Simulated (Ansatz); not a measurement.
# ThH2 (I4/mmm): phonons and vibrational spectra

Aim: the vibrations of ThH2 (I4/mmm), their spectra, and whether the structure is stable.

Program: Ansatz 0.2.0. Level of theory: DFT PBEsol, scalar-relativistic, plane waves, PAW. Results are calculated unless marked as measured.

**1. The starting structure**

It takes space group I4/mmm (No. 139, tetragonal). Conventional cell: a = 4.100 Å, b = 4.100 Å, c = 5.030 Å, α = 90.00°, β = 90.00°, γ = 90.00°. Nearest to Th lie 8 H at 2.40 Å. Nearest to H lie 4 Th at 2.40 Å. Farther neighbours are not listed.

**2. Bringing the structure to rest**

The volume is held at the value of the starting cell, while the atoms and the shape relax as far as symmetry allows.

File input.yaml:

```yaml
crystal:
  lattice:
    - [-2.05, 2.05, 2.515]
    - [2.05, -2.05, 2.515]
    - [2.05, 2.05, -2.515]
  atoms:
    - { symbol: Th, position: [0.0, 0.0, 0.0] }
    - { symbol: H, position: [0.75, 0.25, 0.5] }
    - { symbol: H, position: [0.25, 0.75, 0.5] }
kpoints:
  mp_grid: { grid: [14, 14, 14] }
hamiltonian:
  xc: pbesol
scf:
  occupations: { method: gaussian, width: 0.1 }
output:
  forces: true
  stress: true
  eigenvalues: true
  write_density: true
  write_potential: true
  elf: true
  volumetric_format: npy
relax:
  adjacent_minimum: "off"
  f_tol: 0.005
  max_steps: 80
  cell: { stress_tol: 0.05, fix: [volume] }
```

Command:

```sh
$ ansatz run input.yaml --threads 4 --pin off --max-ram 16384MiB --backend cpu --events-out ev --progress --plain --runs-dir out
```

Numbers of over 12 decimals in the logs are rounded to 6 here.

The log of the run:

```text
Engine: ansatz 0.2.0, x86_64-unknown-linux-gnu
Pseudopotentials: kind: paw
Pseudopotential: Th, paw, valence charge 12, recommended cutoff 420 eV (normal), Th.paw.azcp
Pseudopotential: H, paw, valence charge 1, recommended cutoff 420 eV (normal), H.paw.azcp
Functional definition: PBEsol
  exchange = pbesol_x
  correlation = pbesol_c
Crystal: 3 atoms, lattice volume = 42.277 Å³
Basis set: ecut = 420 eV, 845 PW (Γ), exchange–correlation on 54×54×54 points (8 copies of the dense FFT grid, shifted against one another)
Bands: 11, of which v1, the nominal top of the filled ones, is band 7 counted from 1 (6 counted from 0)
Symmetry: 16 space group operations
Space group: I4/mmm (ITA 139), of the structure as read, at distance tolerance 3.5e-5 Å
k-points: 244 of 2744
Non-local potential: Th, projectors of the file, l = 0: 3, l = 1: 2, l = 2: 2, l = 3: 3
Non-local potential: H, projectors of the file, l = 0: 2, l = 1: 1
PAW form: soft (Blöchl's): semilocal exchange-correlation on the pseudo side does not see the compensation charge
PAW frozen core: Th, regenerated for the run's functional, and the local potential with it (the file was generated under x = pbe(κ = 0.804, μ = 0.219515), c = pbe(β = 0.066725))
PAW one-centre angular grid: Th, 590 points (default); XC on 64 Gauss nodes
PAW one-centre angular grid: H, 110 points (default); XC on 64 Gauss nodes
Initial density: superposition of atomic densities (neutral atoms: chi_scale 0, normalization atom), corrected by the library's trained network
Initial wavefunctions: pseudopotential atomic-orbital guess
Functional: x = pbesol(κ = 0.804, μ = 0.123457), c = pbesol(β = 0.046)
SCF iter   1: F=—  HF=-13088.912315 eV  |F-HF|=—  |Δ(HF+E_count)|=         —  Δρ=7.19e-3  dr2=1.55e-2  ethr=1.77e-3  ⟨swp⟩=3.2  Hψ=11997  notcnv=0
preconditioner: auto → Kerker (q_TF=auto, 2.269 Å⁻¹)  [metal: Δε(μ)=0.007 eV  Ē_g=11.983 eV  σ=0.100 eV  W_gap=0.04  n_scr=12 (ndim 8)  ℏωp=19.8 eV  f_vac=0.000  D(μ)=1.17/eV (n_scr^D=12)]
SCF iter   2: F=—  HF=-13088.909005 eV  |F-HF|=—  |Δ(HF+E_count)|=   3.31e-3  Δρ=3.68e-3  dr2=4.37e-3  ethr=1.10e-4  ⟨swp⟩=1.3  Hψ=4789  notcnv=0
SCF iter   3: F=—  HF=-13088.907717 eV  |F-HF|=—  |Δ(HF+E_count)|=   1.29e-3  Δρ=3.69e-4  dr2=6.45e-5  ethr=3.12e-5  ⟨swp⟩=2.0  Hψ=3189  notcnv=0
SCF iter   4: F=—  HF=-13088.907710 eV  |F-HF|=—  |Δ(HF+E_count)|=   7.08e-6  Δρ=8.63e-5  dr2=3.28e-6  ethr=4.61e-7  ⟨swp⟩=2.6  Hψ=3995  notcnv=0
SCF iter   5: F=—  HF=-13088.907709 eV  |F-HF|=—  |Δ(HF+E_count)|=   3.98e-7  Δρ=1.76e-5  dr2=2.16e-7  ethr=2.34e-8  ⟨swp⟩=1.4  Hψ=3282  notcnv=0
SCF iter   6: F=-13088.907709 eV  HF=-13088.907709 eV  |F-HF|=8.29e-10  |Δ(HF+E_count)|=   4.28e-8  Δρ=4.51e-6  dr2=7.22e-9  ethr=7.14e-10  ⟨swp⟩=10.1  Hψ=20115  notcnv=0
SCF 1 converged in 6 iterations: F = -13088.907709 eV  dr2 = 7.22e-9
  greatest PAW one-centre occupation: 0.979 electrons in one spin orbital (limit 2), on the Th atom at site 0 (counted from 0), in its partial waves of l = 0
relax step   1: F+E_penalty+E_count = -13088.90770944 eV  Δ(F+E_penalty+E_count) = +0.000e0 eV  max|allowed force component| = 9.035e-20 eV/Å  Δτ_max = 0.0000 Å  P = -6.019 GPa  Ω = 42.277 Å³  fix = [volume]  reactions: volume -6.019 GPa  (6 SCF iters, dr2 threshold 1.00e-7 eV, accepted)
Initial density: handed on by an earlier stage of this run
Initial wavefunctions: pseudopotential atomic-orbital guess (no wavefunctions were taken with the density)
iter 1 solved again at ethr=1.76e-8 eV; its pass at ethr=3.10e-3 eV (dr2=2.46e-6 eV) is discarded
SCF iter   1: F=—  HF=-13088.907710 eV  |F-HF|=—  |Δ(HF+E_count)|=         —  Δρ=4.50e-6  dr2=7.20e-9  ethr=1.76e-8  ⟨swp⟩=3.8  Hψ=23007  notcnv=0
preconditioner: auto → Kerker (q_TF=auto, 2.269 Å⁻¹)  [metal: Δε(μ)=0.020 eV  Ē_g=12.011 eV  σ=0.100 eV  W_gap=0.11  n_scr=12 (ndim 8)  ℏωp=19.8 eV  f_vac=0.000  D(μ)=1.17/eV (n_scr^D=12)]
SCF iter   2: F=—  HF=-13088.907709 eV  |F-HF|=—  |Δ(HF+E_count)|=   5.56e-7  Δρ=2.94e-6  dr2=3.38e-9  ethr=5.14e-11  ⟨swp⟩=2.0  Hψ=4354  notcnv=0
SCF iter   3: F=—  HF=-13088.907709 eV  |F-HF|=—  |Δ(HF+E_count)|=  4.62e-10  Δρ=3.69e-7  dr2=6.13e-11  ethr=2.42e-11  ⟨swp⟩=2.1  Hψ=3173  notcnv=0
SCF iter   4: F=-13088.907709 eV  HF=-13088.907709 eV  |F-HF|=1.82e-12  |Δ(HF+E_count)|=  1.27e-11  Δρ=1.85e-7  dr2=1.29e-11  ethr=1.00e-12  ⟨swp⟩=6.2  Hψ=11911  notcnv=0
SCF 2 converged in 4 iterations: F = -13088.907709 eV  dr2 = 1.29e-11
relax step   2: F+E_penalty+E_count = -13088.90770944 eV  Δ(F+E_penalty+E_count) = -4.438e-10 eV  max|allowed force component| = 1.084e-19 eV/Å  Δτ_max = 0.0000 Å  P = -6.019 GPa  Ω = 42.277 Å³  fix = [volume]  reactions: volume -6.019 GPa  stress off target by 4.70e-2 GPa on what of the cell is left free  SCF on the basis re-selected at this cell (its energy is not comparable with the rows above)  (4 SCF iters)
basis re-selected at this cell: Δ(F+E_penalty+E_count) = -4.438e-10 eV, ΔP = -0.000 GPa vs the last step (what re-selecting the basis moved, of the pressure what is left beyond the Pulay correction that the steps carried, after the strain that the cell walked since its last selection, with what the two solves' SCF thresholds leave and, on support functions, any second-order correction that the steps lacked; it is no  [...]
SCF converged after 4 iterations
Free energy (F): -13088.907709 eV
Harris-Foulkes:  -13088.907709 eV  (|F-HF|=1.82e-12)
Internal energy: -13088.901846 eV  (E = F + TS)
E sigma→0 (E₀):  -13088.904778 eV
Entropy (-TS):   -0.005863 eV (-1.954 meV/atom)
Fermi energy:    12.349666 eV
--- Per-component energies (eV) ---
  E_band       = -37.636078
  E_kinetic    = 250.175493
  E_local      = -394.128965  (includes V_loc(G=0)·N_el)
  E_nonlocal   = 160.745483
  E_hartree    = 97.048746
  E_xc         = -403.759626
  E_vxc        = -200.925530  (∫ρ·V_xc dr)
  E_paw        = -11873.771677  (= ΣΔE_a)
  E_vpaw       = -47.597725  (= ΣTr[D̂ρ^β])
  E_aug_tail   = -0.002338  (compensation charges beyond the density's cutoff)
  E_ewald      = -925.346291
  E_core_change = 0.137329  (= ΣΔE_core)
  E_smearing   = -0.005863  (= −TS)
  E_closure    = -0.000000  (closes the sum)
  Σ components = -13088.907709   (vs F -13088.907709, Δ=0.00e0)
--- Forces (eV/Å), atoms counted from 1 ---
  atom   1  Th     0.00000000    -0.00000000    -0.00000000
  atom   2  H      0.00000000     0.00000000    -0.00000000
  atom   3  H     -0.00000000     0.00000000     0.00000000
  max |Σ_I F_I| component: 1.36e-20 eV/Å
--- Stress (GPa, compression-positive) ---
       -6.042968      -0.000000       0.000000
       -0.000000      -6.042968       0.000000
        0.000000       0.000000      -5.972513
  P = ⅓ Tr σ = -6.0195 GPa (-60.195 kbar)
--- Band table (eV; the first three rows and the last of 244) ---
  k-point 0: bands = [... 3 lower, -5.0711, 4.3030, 8.7125, 12.2496, 12.2496, 13.1702, 13.3660, 13.3660]
  k-point 1: bands = [... 3 lower, -5.0953, 4.4930, 8.5364, 12.3604, 12.4549, 13.0789, 13.1036, 13.5264]
  k-point 2: bands = [... 3 lower, -5.1622, 5.0274, 8.1282, 12.4737, 12.6618, 12.9231, 13.0222, 13.7607]
  k-point 243: bands = [... 3 lower, -5.7162, 5.7619, 9.5516, 9.6062, 13.5603, 13.5991, 13.5991, 14.4718]
--- Relaxed structure (1 steps of the walk, 1 accepted, 1 SCFs on fresh bases) ---
  F+E_penalty+E_count = -13088.90770944 eV   max|allowed force component| = 1.084e-19 eV/Å   (the final SCF, on the basis selected at the relaxed cell)
  cell:  # Å, volume = 42.2771 Å³
    - [-2.05, 2.05, 2.515]
    - [2.05, -2.05, 2.515]
    - [2.05, 2.05, -2.515]
  atoms:
    - { symbol: Th, position: [0.0, 0.0, 0.0] }
    - { symbol: H, position: [0.75, 0.250000, 0.5] }
    - { symbol: H, position: [0.250000, 0.75, 0.5] }
```

The job ended after 4.4 s (4 threads of Intel Xeon Platinum 8259CL at 2.50GHz (Skylake/Cascade Lake), shared host; peak memory 0.51 GiB).

Little changed from the start: no atom moved by 0.005 Å and no cell edge by 0.1 %.

This step gave:

- pressure: -6.019 GPa
- volume per atom: 14.09 Å³
- gap on the k-mesh: 0 eV

Electrostatic potential energy in the ac plane of the conventional cell at fractional y = 0.000, with atoms of Th and H within 0.2 Å of it. With pseudopotentials it is smooth inside the atoms' cores, unlike the true potential.

Ten even steps from '0' (-75 eV) to '9' (16 eV), each cell a mean:
```
00268999987410
02478999998631
45789988998764
77899964799887
99999964799999
99999988999999
99999999999999
99999999999999
99999999999999
99999999999999
99999999999999
99999976899999
88999853799988
66789976899876
23578999998642
00368999997510
00258999987400
```
Columns run along a (4.1 Å; values clipped at the 3rd and 97th percentile), rows up along c (5.0 Å), edges of the conventional cell, whose origin can differ from the input's. Atoms in or near the plane, at fractional coordinates: Th at (0.00, 0.00), H at (0.50, 0.75), H at (0.50, 0.25).

Valence density in the ac plane of the conventional cell at fractional y = 0.000, with atoms of Th and H within 0.2 Å of it. It is the smooth field of the valence electrons, not physical close to the nuclei.

Ten even steps from '_' (0.1 e/Å³) to '@' (1.5 e/Å³), each cell a mean:
```
==##@@++..________..--##@@++
%%@@%%==............::**@@@@
%%##==::....----::....--**%%
--::......::**%%==......::--
________..::**%%==..________
__________..::--::..________
____________....____________
____________________________
____________________________
____________________________
__________....::..__________
__________::==++--..________
::....__..::##@@==..____....
**++--....::==++--....::==**
@@@@**--............::==%%@@
**%%@@++..________..--##@@##
--**@@**::________..--%%%%==
```
Columns run along a (4.1 Å), rows up along c (5.0 Å), edges of the conventional cell, whose origin can differ from the input's. Atoms in or near the plane, at fractional coordinates: Th at (0.00, 0.00), H at (0.50, 0.75), H at (0.50, 0.25).

ELF in the ac plane of the conventional cell at fractional y = 0.000, with atoms of Th and H within 0.2 Å of it. It is the smooth field of the valence electrons, not physical close to the nuclei.

Ten even steps from '_' (0.20 × 1e-1) to '@' (9.97 × 1e-1), each cell a mean:
```
__--##**::..::::....==##**..
++**##++::--++**==::--####**
####**----**@@@@%%==::==####
**++--::==%%@@@@@@**::::==++
::::..::++@@@@@@@@##--....::
::::::::++%%@@@@%%**==::::::
----------==****++==--------
++====--::::::::::::::--==++
++++==--::..........::--==++
====--------====----------==
::::::--==**%%%%##++--::::::
::....::++%%@@@@@@##--....::
==--::::++@@@@@@@@##--..::==
####++::--##@@@@@@++::--**##
######==::==##%%**----**####
::++##**::..--==::..==##**--
__::****--__....__..==##++__
```
Columns run along a (4.1 Å), rows up along c (5.0 Å), edges of the conventional cell, whose origin can differ from the input's. Atoms in or near the plane, at fractional coordinates: Th at (0.00, 0.00), H at (0.50, 0.75), H at (0.50, 0.25).

In this step the volume went from 14.09 to 14.09 Å³/atom.

**3. Tight relaxation**

At the same fixed volume the relaxation is repeated with tight tolerances, on the k mesh and occupations of the phonon run that follows.

input.yaml, the sections that differ from step 2:

```yaml
kpoints:
  mp_grid: { grid: [16, 16, 16] }
scf:
  occupations: { method: methfessel_paxton, width: 0.2 }
output:
  forces: true
  stress: true
  eigenvalues: true
relax:
  adjacent_minimum: "off"
  f_tol: 0.001
  max_steps: 60
  cell: { stress_tol: 0.01, fix: [volume] }
# crystal, hamiltonian: as in step 2
```

The log of the run:

```text
[...]
Crystal: 3 atoms, lattice volume = 42.277 Å³
Basis set: ecut = 420 eV, 845 PW (Γ), exchange–correlation on 54×54×54 points (8 copies of the dense FFT grid, shifted against one another)
Bands: 11, of which v1, the nominal top of the filled ones, is band 7 counted from 1 (6 counted from 0)
Symmetry: 16 space group operations
[...]
k-points: 349 of 4096
[...]
k-point 348: bands = [... 3 lower, -5.7153, 5.7662, 9.5502, 9.6010, 13.5612, 13.5982, 13.5982, 14.4684]
--- Relaxed structure (3 steps of the walk, 3 accepted, 1 SCFs on fresh bases) ---
[...]
cell:  # Å, volume = 42.2771 Å³
    - [-2.048811, 2.048811, 2.517920]
    - [2.048811, -2.048811, 2.517920]
    - [2.048811, 2.048811, -2.517920]
  atoms:
    - { symbol: Th, position: [0, 0, 0] }
    - { symbol: H, position: [0.75, 0.25, 0.5] }
    - { symbol: H, position: [0.25, 0.75, 0.5] }
[key lines of the parts left out:]
SCF converged after 5 iterations
Free energy (F): -13088.904705 eV
Fermi energy:    12.355600 eV
P = ⅓ Tr σ = -6.0122 GPa (-60.122 kbar)
```

The job ended after 11 s (4 threads; peak memory 0.56 GiB; 40 s of CPU time).

Relaxation path:

| step | energy less that of the first step (eV) | largest force component (eV/Å) | pressure (GPa) | volume (Å³) |
| --- | --- | --- | --- | --- |
| 1 | 0.0000 | 0.0000 | -6.03 | 42.28 |
| 2 | 0.0000 | 0.0000 | -6.02 | 42.28 |
| 3 | 0.0000 | 0.0000 | -6.01 | 42.28 |
| 4* | 0.0000 | 0.0000 | -6.01 | 42.28 |

Relaxation steps marked * repeat the geometry before them on a plane-wave basis chosen anew for their cell, so energy and pressure can jump there.

The run keeps the 16 symmetry operations that it works with, so distortions that break them were not tested.

| conventional cell, symmetrised | before | after | change |
| --- | --- | --- | --- |
| a (Å) | 4.100 | 4.098 | -0.1 % |
| b (Å) | 4.100 | 4.098 | -0.1 % |
| c (Å) | 5.030 | 5.036 | +0.1 % |
| volume (Å³/atom) | 14.09 | 14.09 | -0.0 % |

The relaxed structure:

```xyz
3
Lattice="-2.0488 2.0488 2.5179 2.0488 -2.0488 2.5179 2.0488 2.0488 -2.5179" Properties=species:S:1:pos:R:3 pbc="T T T"
Th    0.0000    0.0000    0.0000
H     0.0000    2.0488    1.2590
H     2.0488    0.0000    1.2590
```

This step gave:

```
pressure : -6.012 GPa
```

The forces vanish by symmetry. The volume is held at 14.09 Å³/atom, so a pressure of -6.01 GPa remains at this level.

**4. Modes at Γ**

The zone centre comes first: it holds the modes that light can see, as far as symmetry allows. No field response is asked, since the mesh shows no gap.

input.yaml, the sections that differ from step 3:

```yaml
crystal:
  lattice:
    - [-2.0488109356, 2.0488109356, 2.5179200983]
    - [2.0488109356, -2.0488109356, 2.5179200983]
    - [2.0488109356, 2.0488109356, -2.5179200983]
  atoms:
    - { symbol: Th, position: [0.0, 0.0, 0.0] }
    - { symbol: H, position: [0.75, 0.25, 0.5] }
    - { symbol: H, position: [0.25, 0.75, 0.5] }
output:
  eigenvalues: true
phonons:
  method: dfpt
# kpoints, hamiltonian, scf: as in step 3
# relax: removed
```

The log of the run:

```text
zone centre: on kpoints.mp_grid the ground state, and the responses unless they are solved on pairs of k-points, stand on 621 of the mesh's 4096 k-points, reduced under 4 symmetry operations, with k and −k counted as one. Each operation leaves every solved displacement unchanged or reverses it
[...]
Crystal: 3 atoms, lattice volume = 42.277 Å³
Basis set: ecut = 420 eV, 845 PW (Γ), exchange–correlation on 54×54×54 points (8 copies of the dense FFT grid, shifted against one another)
Bands: 11, of which v1, the nominal top of the filled ones, is band 7 counted from 1 (6 counted from 0)
Symmetry: 16 space group operations
k-points: 621 of 4096 (irreducible under 4 space group operations, time reversal used)
[...]
SCF iter   1: F=—  HF=-13088.909344 eV  |F-HF|=—  |Δ(HF+E_count)|=         —  Δρ=7.18e-3  dr2=1.54e-2  ethr=1.77e-3  ⟨swp⟩=4.9  Hψ=69358  notcnv=0
automatic band count: the SCF goes on with 15 bands, as 11 were too few: they end inside the smearing window of the response
[...]
SCF iter   2: F=—  HF=-13088.906018 eV  |F-HF|=—  |Δ(HF+E_count)|=   3.33e-3  S|Δr|=    0.00e0  Δρ=3.68e-3  dr2=4.38e-3  ethr=1.10e-4  ⟨swp⟩=1.0  Hψ=14286  notcnv=0
[...]
SCF iter   8: F=-13088.904705 eV  HF=-13088.904705 eV  |F-HF|=3.64e-12  |Δ(HF+E_count)|=  6.37e-11  S|Δr|=    0.00e0  Δρ=9.28e-8  dr2=2.87e-12  ethr=1.00e-12  ⟨swp⟩=9.7  Hψ=41714  notcnv=0
SCF 1 converged in 8 iterations: F = -13088.904705 eV  dr2 = 2.87e-12
[...]
DFPT response loops at Γ: preconditioner auto → Kerker (q_TF=auto, 2.269 Å⁻¹) (partly filled bands, converged f_vac=0.000); β = 1.00, the filter's whole step (`scf.mixing.beta` (0.50) is not read by the response loops under this deck's `scf.mixing.preconditioner`; to damp them name `kerker` or `kerker_dos`, under which they read `scf.mixing.beta`, and type it under 1.00, their step now; both keys bind the ground state too); Broyden in place of MSR1
SCF converged after 8 iterations
[...]
Free energy (F): -13088.904705 eV
[...]
Internal energy: -13088.904594 eV  (E = F + TS)
E sigma→0 (E₀):  -13088.904677 eV
Entropy (-TS):   -0.000111 eV (-0.037 meV/atom)
Fermi energy:    12.355600 eV
[...]
--- Band table (eV; the first three rows and the last of 621) ---
  k-point 0: bands = [... 3 lower, -5.0723, 4.3030, 8.7074, 12.2493, 12.2493, 13.1598, 13.3672, 13.3672, ... 4 higher]
  k-point 1: bands = [... 3 lower, -5.0910, 4.4492, 8.5699, 12.3344, 12.4094, 13.0857, 13.1641, 13.4952, ... 4 higher]
  k-point 2: bands = [... 3 lower, -5.1434, 4.8662, 8.2352, 12.5721, 12.6553, 12.7958, 13.0240, 13.7004, ... 4 higher]
  k-point 620: bands = [... 3 lower, -5.7153, 5.7662, 9.5502, 9.6010, 13.5612, 13.5982, 13.5982, 14.4684, ... 4 higher]
--- Phonons (Γ-DFPT): 4 representative perturbations + reference, on 621 of 4096 k-points (Σ response iterations 12) ---
  k mesh reduced under 4 symmetry operations, with k and −k counted as one. Each operation leaves every solved displacement unchanged or reverses it
  ASR residual: 5.452e-5 → 0.000e0 eV/Å²; symmetrization residual: 1.880e-6 eV/Å²
  ASR residual per site (eV/Å²): 5.45e-5 1.32e-5 1.32e-5
  Γ frequencies (cm⁻¹): 0.00 0.00 0.00 868.94 878.53 878.53 946.88 946.88 970.58
  non-analytic LO–TO correction: not included (Born effective charges unavailable; polar crystals: no LO–TO splitting at Γ)
```

The job ended after 38 s (4 threads; peak memory 1.5 GiB).

Numbers from this step:

| Item | Value |
| --- | --- |
| sum-rule residual before enforcement | 5.45e-5 eV/Å² |
| point group | 4/mmm |
| highest optical mode at the zone centre (no LO-TO term) | 970.6 cm⁻¹ |
| lowest optical zone-centre mode | 868.9 cm⁻¹ |

Patterns of degenerate modes are one choice out of their space. Modes at Γ, with each element's share of the kinetic energy:

| mode | frequency (cm⁻¹) | symmetry | Th % | H % |
| --- | --- | --- | --- | --- |
| 1 | 0.0 | acoustic | 99 | 1 |
| 2 | 0.0 | acoustic | 99 | 1 |
| 3 | 0.0 | acoustic | 99 | 1 |
| 4 | 868.9 | A2u | 1 | 99 |
| 5 | 878.5 | Eu | 1 | 99 |
| 6 | 878.5 | Eu | 1 | 99 |
| 7 | 946.9 | Eg | 0 | 100 |
| 8 | 946.9 | Eg | 0 | 100 |
| 9 | 970.6 | B1g | 0 | 100 |

Displacements in mode 4 (868.9 cm⁻¹), the largest set to 1:
```
Th1  0.00  0.00 -0.01
H2   0.00  0.00  1.00
H3   0.00  0.00  1.00
```

Displacements in mode 9 (970.6 cm⁻¹), the largest set to 1:
```
Th1  0.00  0.00  0.00
H2   0.00  0.00  1.00
H3   0.00  0.00 -1.00
```

Before it was imposed, the acoustic sum rule was missed by 5.5e-5 eV/Å². Small misses are needed for a sound result but don't prove that mesh and cutoff are converged. The lowest optical mode is real, 869 cm⁻¹.

[end of part 1 of 2]

[Logs are printed without paths, hosts, clocks, repeated set-up lines and the standing remarks that a program may print on its own settings, such as how far it seeks lower states.]

[Hosts, paths, dates, database ids (printed as entryN), source tags and the programs' standing remarks are cut or masked in the printed files.]
